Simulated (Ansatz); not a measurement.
## W (Im-3m): Drude plasma energy against volume

The cell of W (Im-3m) is scaled evenly and the response computed anew at each volume, on one mesh.

Cell: a, b, c = 2.741, 2.741, 2.741 Å (primitive vectors), 1 atoms.

Method: Ansatz 0.2.0, PBE, independent particles, k-mesh 20×20×20 with interpolation inside its cells, Gaussian parameter 0.1 eV.

Launch of the response step: `ansatz run input.yaml --threads 4 --pin off --max-ram 8192MiB --backend cpu --events-out ev --progress --plain --runs-dir out`. The series took 60 s in all, on 4 threads of Intel(R) Xeon(R) Platinum 8488C (Sapphire Rapids) (shared host).

| V/V₀ | V (Å³, primitive cell) | Drude plasma energy (eV) |
| --- | --- | --- |
| 0.94 | 14.90 | ? |
| 0.96 | 15.21 | 8.148 |
| 0.98 | 15.53 | 7.918 |
| 1.00 | 15.85 | 7.703 |
| 1.02 | 16.16 | 7.499 |
| 1.04 | 16.48 | 7.305 |
| 1.06 | 16.80 | 7.129 |

For small changes the quantity should be close to linear in ln V.

Working, on the rows shown:

| x = ln(V/V₀) | y = Drude plasma energy |
| --- | --- |
| -0.040822 | 8.148 |
| -0.0202027 | 7.918 |
| 0 | 7.703 |
| 0.0198026 | 7.499 |
| 0.0392207 | 7.305 |
| 0.0582689 | 7.129 |

Means: x̄ = 0.0093779, ȳ = 7.617. Σ(x − x̄)(y − ȳ) = -0.07077, Σ(x − x̄)² = 0.006873. Slope = -0.07077 / 0.006873 = -10.3; intercept = ȳ − slope · x̄ = 7.7136. The line misses the rows shown by at most 0.015 eV.

Problem. Predict the last column of the withheld row from the fit.

Solution. At x = -0.061875 the line gives y = 8.3507 eV. The run gave 8.390 eV, so the extrapolation is off by 0.039 eV, 3 % of the range in the table.

Between the rows on either side of x = 0 the slope is (7.499 − 7.918) / (0.019803 − (-0.020203)) = -10.47. So d ln ωp/d ln V = -1.36; free electrons would give −0.50. The values come from a sum over the points of one k-mesh and carry its error, which is largest for Fermi-surface quantities. Spin-orbit coupling is left out.
